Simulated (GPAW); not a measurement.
# propane-1,3-dithiol between two Cu chains: converging a transmission, part 3 of 3

Wanted: a convergence study of zero-bias transport through propane-1,3-dithiol between two Cu chains, with run times.

GPAW 26.7.0; GPAW LCAO, PAW setups; Landauer transmission from Green's functions with principal layers (ASE), zero bias.

So far, conductance (G₀): step 2 (the reference run) 0.275; step 12 (varying the density threshold: conv = 0.1) 0.307; step 13 (density threshold: conv = 0.01) 0.307; step 14 (varying the density threshold: conv = 0.001) 0.258; step 15 (varying the density threshold: conv = 1e-06) 0.277.

## 17. Grid spacing: h = 0.3

The real-space grid carries density and potential; a coarse one breaks translation symmetry along the lead and scatters electrons that should pass.

This step: GPAW LCAO, PAW setups; Landauer transmission from Green's functions with principal layers (ASE), zero bias (GPAW 26.7.0).

run.py reads:

```python
import json
import numpy as np
from ase import Atoms
from ase.transport.calculators import TransportCalculator
from gpaw import GPAW, FermiDirac
from gpaw.lcao.tools import get_lcao_hamiltonian
from scipy.linalg import eigh

# The junction with lead layers at both ends, along the third cell vector
device = Atoms(
    ['Cu', 'Cu', 'Cu', 'Cu', 'Cu', 'S', 'H', 'H', 'C', 'H', 'C', 'H', 'C', 'H', 'H', 'S', 'Cu', 'Cu', 'Cu', 'Cu', 'Cu'],
    positions=[
        [5.79308, 5.84367, 1.15000],
        [5.79308, 5.84367, 3.45000],
        [5.79308, 5.84367, 5.75000],
        [5.79308, 5.84367, 8.05000],
        [5.79308, 5.84367, 10.35000],
        [6.66813, 4.13230, 11.63124],
        [8.33615, 5.02166, 13.10658],
        [8.33399, 3.25000, 13.11035],
        [7.69222, 4.13665, 13.13054],
        [6.17400, 5.02671, 14.38359],
        [6.81988, 4.13900, 14.38360],
        [6.16955, 3.25450, 14.38360],
        [7.69222, 4.13667, 15.63665],
        [8.33401, 3.25003, 15.65685],
        [8.33614, 5.02170, 15.66061],
        [6.66814, 4.13230, 17.13595],
        [5.79308, 5.84367, 18.41720],
        [5.79308, 5.84367, 20.71720],
        [5.79308, 5.84367, 23.01720],
        [5.79308, 5.84367, 25.31720],
        [5.79308, 5.84367, 27.61720]],
    cell=[[11.58615, 0.0, 0.0], [0.0, 11.68734, 0.0], [0.0, 0.0, 28.7672]],
    pbc=True)

# One principal layer of the lead: the first 3 atoms of the device
lead = Atoms(
    ['Cu', 'Cu', 'Cu'],
    positions=[
        [5.79308, 5.84367, 1.15000],
        [5.79308, 5.84367, 3.45000],
        [5.79308, 5.84367, 5.75000]],
    cell=[[11.58615, 0.0, 0.0], [0.0, 11.68734, 0.0], [0.0, 0.0, 6.9]],
    pbc=True)

settings = dict(mode='lcao', basis='szp(dzp)', xc='PBE', h=0.3,
                occupations=FermiDirac(0.1), maxiter=250,
                mixer=dict(beta=0.1, nmaxold=8, weight=100.0),
                convergence=dict(density=0.0001))
energies = np.arange(-2, 2 + 1e-9, 0.05)
eta = 0.0001
n1, n2 = 1, 1
# k and -k transmit alike, so half of the mesh across the current serves
mesh = [(i, j) for i in range(n1) for j in range(n2) if (i, j) <= (-i % n1, -j % n2)]
weights = np.array([1 if (i, j) == (-i % n1, -j % n2) else 2 for i, j in mesh]) / (n1 * n2)

# [... helper functions left out ...]
fermi_lead = ground_state(lead, (1, 1, 16), 'lead.txt')
fermi_device = ground_state(device, (1, 1, 3), 'device.txt')
# [... loop over the mesh left out, but for ...]
        # Shift the lead onto the potential of the device's first layer
        shift = ((H[:, 0, 0] - H0[:, 0, 0]) / S0[0, 0]).real.mean()
# [...]
kT = 8.617333e-5 * 300
bias = [0.1, 0.2, 0.5, 1.0, 1.5, 2.0]
# [... integrals and printing left out ...]
```

Run with:

```sh
$ OMP_NUM_THREADS=1 OPENBLAS_NUM_THREADS=1 python run.py
```

Log:

```text
basis functions: device 159, principal layer 27
Fermi level: lead -4.0529 eV, device -3.9974 eV; lead shifted by -0.0062 eV
largest coupling past the next layer 4.61e-05 eV, largest misfit of the first layer 0.023 eV
  E-E_F (eV)   T (one spin)  [channel counts left out]
    -2.000    9.5766e-01
    -1.950    3.8910e-02
    -1.900    1.1092e-02
    -1.850    1.0016e-01
    -1.800    9.2685e-01
    -1.750    7.0288e-03
    -1.700    1.8028e-02
    -1.650    3.5533e-02
    -1.600    7.2158e-02
    -1.550    5.8051e-02
    -1.500    2.0655e-02
    -1.450    1.5511e-02
    -1.400    3.2622e-02
    -1.350    5.7567e-01
    -1.300    1.5244e-03
    -1.250    6.1335e-02
[...]
1.650    2.6579e-03
     1.700    2.5491e-03
     1.750    2.4475e-03
     1.800    2.3527e-03
     1.850    2.2637e-03
     1.900    2.1802e-03
     1.950    2.1016e-03
     2.000    2.0274e-03
conductance at 300 K: 0.27711 G0 a cell; thermopower 89.61 uV/K
current from the zero-bias T(E) at 0.1 V: 2.2835 uA
current from the zero-bias T(E) at 0.2 V: 5.1942 uA
current from the zero-bias T(E) at 0.5 V: 13.977 uA
current from the zero-bias T(E) at 1.0 V: 27.867 uA
current from the zero-bias T(E) at 1.5 V: 35.285 uA
current from the zero-bias T(E) at 2.0 V: 38.35 uA
```

Run time: 24 s. Hardware: 1 thread of Intel Xeon 6975P-C (Granite Rapids), shared host; peak memory 0.54 GiB.

Numbers from this step:

| Item | Value |
| --- | --- |
| conductance | 0.2771 G₀ |
| largest misfit of the first principal layer | 0.02325 eV |
| shift that aligns the lead | -0.006238 eV |
| transmission at the Fermi level (one spin) | 0.2200 |

One spin. The transmission, zone mean by energy, zero at the Fermi level:

energy (eV), transmission, zone mean and a bar:
```
    -2.00      0.958 ##############################
    -1.90      0.011 
    -1.80      0.927 #############################
    -1.70      0.018 #
    -1.55      0.058 ##
    -1.45      0.016 
    -1.35      0.576 ##################
    -1.25      0.061 ##
    -1.15      0.474 ###############
    -1.05      0.348 ###########
    -0.90      0.140 ####
    -0.80      0.097 ###
    -0.70      0.129 ####
    -0.60      0.347 ###########
    -0.50      0.937 #############################
    -0.45      0.950 ##############################
    -0.40      0.710 ######################
    -0.25      0.569 ##################
    -0.15      0.860 ###########################
    -0.10      0.962 ##############################
    -0.05      0.457 ##############
     0.00      0.220 #######
     0.05      0.128 ####
     0.15      0.060 ##
     0.25      0.035 #
     0.40      0.020 #
     0.50      0.015 
     0.60      0.011 
     0.70      0.009 
     0.80      0.008 
     0.90      0.006 
     1.05      0.005 
     1.15      0.004 
     1.25      0.004 
     1.35      0.004 
     1.45      0.003 
     1.55      0.003 
     1.70      0.003 
     1.80      0.002 
     1.90      0.002 
     2.00      0.002
```

Not self-consistent under bias; the bias window is split evenly. Table of current through one cell, from the zero-bias transmission by bias:

```csv
bias (V),"current through one cell, from the zero-bias transmission (μA)"
0.100,2.28
0.200,5.19
0.500,14.0
1.000,27.9
1.500,35.3
2.000,38.3
```

The conductance, 0.277 G₀, lies 0.6 % above that of the base run.

## 18. Grid spacing: h = 0.26

Changes to run.py since step 17:

```diff
@@ -46,3 +46,3 @@
 
-settings = dict(mode='lcao', basis='szp(dzp)', xc='PBE', h=0.3,
+settings = dict(mode='lcao', basis='szp(dzp)', xc='PBE', h=0.26,
                 occupations=FermiDirac(0.1), maxiter=250,
```

Log:

```text
basis functions: device 159, principal layer 27
Fermi level: lead -4.0494 eV, device -3.9977 eV; lead shifted by -0.0056 eV
largest coupling past the next layer 4.61e-05 eV, largest misfit of the first layer 0.023 eV
  E-E_F (eV)   T (one spin)  [channel counts left out]
    -2.000    9.4581e-01
    -1.950    3.5571e-02
    -1.900    1.1260e-02
    -1.850    1.1013e-01
    -1.800    9.3117e-01
    -1.750    6.8331e-03
    -1.700    1.8359e-02
    -1.650    3.5612e-02
    -1.600    7.2568e-02
    -1.550    5.8730e-02
    -1.500    2.0616e-02
    -1.450    1.5951e-02
    -1.400    3.5895e-02
    -1.350    3.9971e-01
    -1.300    1.5552e-03
    -1.250    5.9172e-02
[...]
1.650    2.6945e-03
     1.700    2.5851e-03
     1.750    2.4831e-03
     1.800    2.3876e-03
     1.850    2.2981e-03
     1.900    2.2139e-03
     1.950    2.1347e-03
     2.000    2.0598e-03
conductance at 300 K: 0.27875 G0 a cell; thermopower 89.05 uV/K
current from the zero-bias T(E) at 0.1 V: 2.2954 uA
current from the zero-bias T(E) at 0.2 V: 5.2126 uA
current from the zero-bias T(E) at 0.5 V: 13.986 uA
current from the zero-bias T(E) at 1.0 V: 27.773 uA
current from the zero-bias T(E) at 1.5 V: 35.308 uA
current from the zero-bias T(E) at 2.0 V: 38.399 uA
```

Elapsed: 31 s, on 1 thread; peak memory 0.7 GiB.

Numbers from this step:

```yaml
conductance: 0.2788 G₀
largest_misfit_of_the_first_principal_layer: 0.02313 eV
shift_that_aligns_the_lead: -0.005574 eV
transmission_at_the_fermi_level_one_spin: 0.2219
```

One spin. Table of transmission, zone mean by energy, zero at the Fermi level:

energy (eV), transmission, zone mean and a bar:
```
    -2.00      0.946 ##############################
    -1.90      0.011 
    -1.80      0.931 #############################
    -1.70      0.018 #
    -1.55      0.059 ##
    -1.45      0.016 
    -1.35      0.400 ############
    -1.25      0.059 ##
    -1.15      0.479 ###############
    -1.05      0.347 ###########
    -0.90      0.141 ####
    -0.80      0.099 ###
    -0.70      0.133 ####
    -0.60      0.355 ###########
    -0.50      0.945 ##############################
    -0.40      0.698 ######################
    -0.25      0.571 ##################
    -0.15      0.856 ###########################
    -0.10      0.961 ##############################
    -0.05      0.459 ##############
     0.00      0.222 #######
     0.05      0.129 ####
     0.15      0.061 ##
     0.25      0.036 #
     0.40      0.020 #
     0.50      0.015 
     0.60      0.012 
     0.70      0.009 
     0.80      0.008 
     0.90      0.006 
     1.05      0.005 
     1.15      0.004 
     1.25      0.004 
     1.35      0.004 
     1.45      0.003 
     1.55      0.003 
     1.70      0.003 
     1.80      0.002 
     1.90      0.002 
     2.00      0.002
```

Not self-consistent under bias; the bias window is split evenly. Table of current through one cell, from the zero-bias transmission by bias:

```
bias (V)  current through one cell, from the zero-bias transmission (μA)
   0.100                                                            2.30
   0.200                                                            5.21
   0.500                                                            14.0
   1.000                                                            27.8
   1.500                                                            35.3
   2.000                                                            38.4
```

The conductance, 0.279 G₀, lies 1.2 % above that of the base run.

## 19. Varying the grid spacing

Changes to run.py since step 18:

```diff
@@ -46,3 +46,3 @@
 
-settings = dict(mode='lcao', basis='szp(dzp)', xc='PBE', h=0.26,
+settings = dict(mode='lcao', basis='szp(dzp)', xc='PBE', h=0.22,
                 occupations=FermiDirac(0.1), maxiter=250,
```

Log:

```text
basis functions: device 159, principal layer 27
Fermi level: lead -4.0460 eV, device -3.9962 eV; lead shifted by -0.0058 eV
largest coupling past the next layer 4.61e-05 eV, largest misfit of the first layer 0.023 eV
  E-E_F (eV)   T (one spin)  [channel counts left out]
    -2.000    9.4990e-01
    -1.950    3.6763e-02
    -1.900    1.0874e-02
[...]
1.950    2.1392e-03
     2.000    2.0645e-03
conductance at 300 K: 0.27809 G0 a cell; thermopower 89.06 uV/K
current from the zero-bias T(E) at 0.1 V: 2.2901 uA
current from the zero-bias T(E) at 0.2 V: 5.2014 uA
current from the zero-bias T(E) at 0.5 V: 13.967 uA
current from the zero-bias T(E) at 1.0 V: 27.799 uA
current from the zero-bias T(E) at 1.5 V: 35.302 uA
current from the zero-bias T(E) at 2.0 V: 38.398 uA
```

Wall time 47 s (1 thread); peak memory 1.1 GiB.

The conductance, 0.278 G₀, lies 1.0 % above that of the base run.

## 20. Grid spacing: h = 0.16

Changes to run.py since step 19:

```diff
@@ -46,3 +46,3 @@
 
-settings = dict(mode='lcao', basis='szp(dzp)', xc='PBE', h=0.22,
+settings = dict(mode='lcao', basis='szp(dzp)', xc='PBE', h=0.16,
                 occupations=FermiDirac(0.1), maxiter=250,
```

Log:

```text
basis functions: device 159, principal layer 27
Fermi level: lead -4.0445 eV, device -3.9960 eV; lead shifted by -0.0057 eV
largest coupling past the next layer 4.61e-05 eV, largest misfit of the first layer 0.023 eV
  E-E_F (eV)   T (one spin)  [channel counts left out]
    -2.000    9.4849e-01
    -1.950    3.6420e-02
    -1.900    1.0767e-02
[...]
1.950    2.1377e-03
     2.000    2.0632e-03
conductance at 300 K: 0.27763 G0 a cell; thermopower 89.1 uV/K
current from the zero-bias T(E) at 0.1 V: 2.2865 uA
current from the zero-bias T(E) at 0.2 V: 5.1942 uA
current from the zero-bias T(E) at 0.5 V: 13.955 uA
current from the zero-bias T(E) at 1.0 V: 27.793 uA
current from the zero-bias T(E) at 1.5 V: 35.269 uA
current from the zero-bias T(E) at 2.0 V: 38.363 uA
```

Elapsed: 2.1 min, on 1 thread; peak memory 2.5 GiB.

The conductance, 0.278 G₀, lies 0.8 % above that of the base run.

## 21. Grid spacing: h = 0.14

Changes to run.py since step 20:

```diff
@@ -46,3 +46,3 @@
 
-settings = dict(mode='lcao', basis='szp(dzp)', xc='PBE', h=0.16,
+settings = dict(mode='lcao', basis='szp(dzp)', xc='PBE', h=0.14,
                 occupations=FermiDirac(0.1), maxiter=250,
```

Log:

```text
basis functions: device 159, principal layer 27
Fermi level: lead -4.0443 eV, device -3.9959 eV; lead shifted by -0.0056 eV
largest coupling past the next layer 4.61e-05 eV, largest misfit of the first layer 0.023 eV
  E-E_F (eV)   T (one spin)  [channel counts left out]
    -2.000    9.4601e-01
    -1.950    3.5819e-02
    -1.900    1.0823e-02
[...]
1.950    2.1372e-03
     2.000    2.0627e-03
conductance at 300 K: 0.27704 G0 a cell; thermopower 89.13 uV/K
current from the zero-bias T(E) at 0.1 V: 2.282 uA
current from the zero-bias T(E) at 0.2 V: 5.1859 uA
current from the zero-bias T(E) at 0.5 V: 13.947 uA
current from the zero-bias T(E) at 1.0 V: 27.781 uA
current from the zero-bias T(E) at 1.5 V: 35.272 uA
current from the zero-bias T(E) at 2.0 V: 38.364 uA
```

It took 3.3 min on 1 thread; peak memory 3.7 GiB.

One spin. The transmission, zone mean by energy, zero at the Fermi level:

```
energy (eV)  transmission, zone mean
     -2.000                    0.946
     -1.800                    0.924
     -1.600                   0.0726
     -1.400                   0.0318
     -1.350                    0.727
     -1.200                    0.316
     -1.150                    0.477
     -1.000                    0.262
     -0.800                   0.0983
     -0.600                    0.352
     -0.450                    0.944
     -0.400                    0.700
     -0.200                    0.567
     -0.100                    0.958
      0.000                    0.220
      0.200                   0.0457
      0.400                   0.0202
      0.600                   0.0116
      0.800                  0.00761
      1.000                  0.00548
      1.200                  0.00421
      1.400                  0.00339
      1.600                  0.00281
      1.800                  0.00239
      2.000                  0.00206
```

The conductance, 0.277 G₀, lies 0.6 % above that of the base run.

## 22. Convergence in the grid spacing

The runs and the base run on one axis.

This step: convergence of the conductance (GPAW 26.7.0).

Table of conductance by grid spacing:

```
grid spacing (Å)  conductance (G₀)
          0.1400             0.277
          0.1600             0.278
          0.2000             0.275
          0.2200             0.278
          0.2600             0.279
          0.3000             0.277
```

## 23. What came out

```
conductance at the base settings                     : 0.275 G₀
range over the periods in a principal layer (1 to 4) : 0.191 to 0.275 G₀
range over the energy step (0.0125 to 0.2 eV)        : 0.216 to 0.278 G₀
range over the density threshold (1.0e-6 to 0.1)     : 0.258 to 0.307 G₀
range over the grid spacing (0.14 to 0.3 Å)          : 0.275 to 0.279 G₀
```

At the base settings the conductance, averaged at 300 K, is 0.275 G₀. In the periods in a principal layer, 2 already gives the conductance within 3 % of the finest value tried; currents at finite bias may need more. In the energy step, 0.1 eV already gives the conductance within 3 % of the finest value tried; currents at finite bias may need more. In the density threshold, 1.0e-4 already gives the conductance within 3 % of the finest value tried; currents at finite bias may need more. In the grid spacing, no value tried moves the conductance by 3 %. The thresholds 0.01 and 0.1 ended after the same number of SCF steps: the energy test stopped those runs, so they are one result, not a plateau. Over the ranges tried, the periods in a principal layer moves it most, counted as a ratio. The geometry was built from estimated bond lengths and not relaxed, so the numbers describe this model structure. Semilocal functionals put molecular levels too near the Fermi level, so such conductances usually come out too high, and chain electrodes have a sharper density of states than real ones. Energies count from the junction cell's Fermi level; in the run with T = 0.219 there, the aligned lead's own level lies at -0.0041 eV, where T interpolates to 0.232; the finite cell leaves the answer open by at least that much. An evenly spaced straight chain is an idealisation: free chains tend to dimerise, zigzag or, where a band edge lies near the Fermi level, turn magnetic. The currents use the zero-bias T(E) throughout, which holds only while the bias is small against the distance to the nearest feature. Within about eight thermal energies of the Fermi level ln T(E) bends sharply from one computed energy to the next, or the lead's channel count changes, so the thermal averages, above all the thermopower, rest on an interpolation that may be rough.

[Logs are printed without paths, hosts, clocks, repeated set-up lines and the standing remarks that a program may print on its own settings, such as how far it seeks lower states.]

[Hosts, paths, dates, database ids (printed as entryN), source tags and the programs' standing remarks are cut or masked in the printed files.]
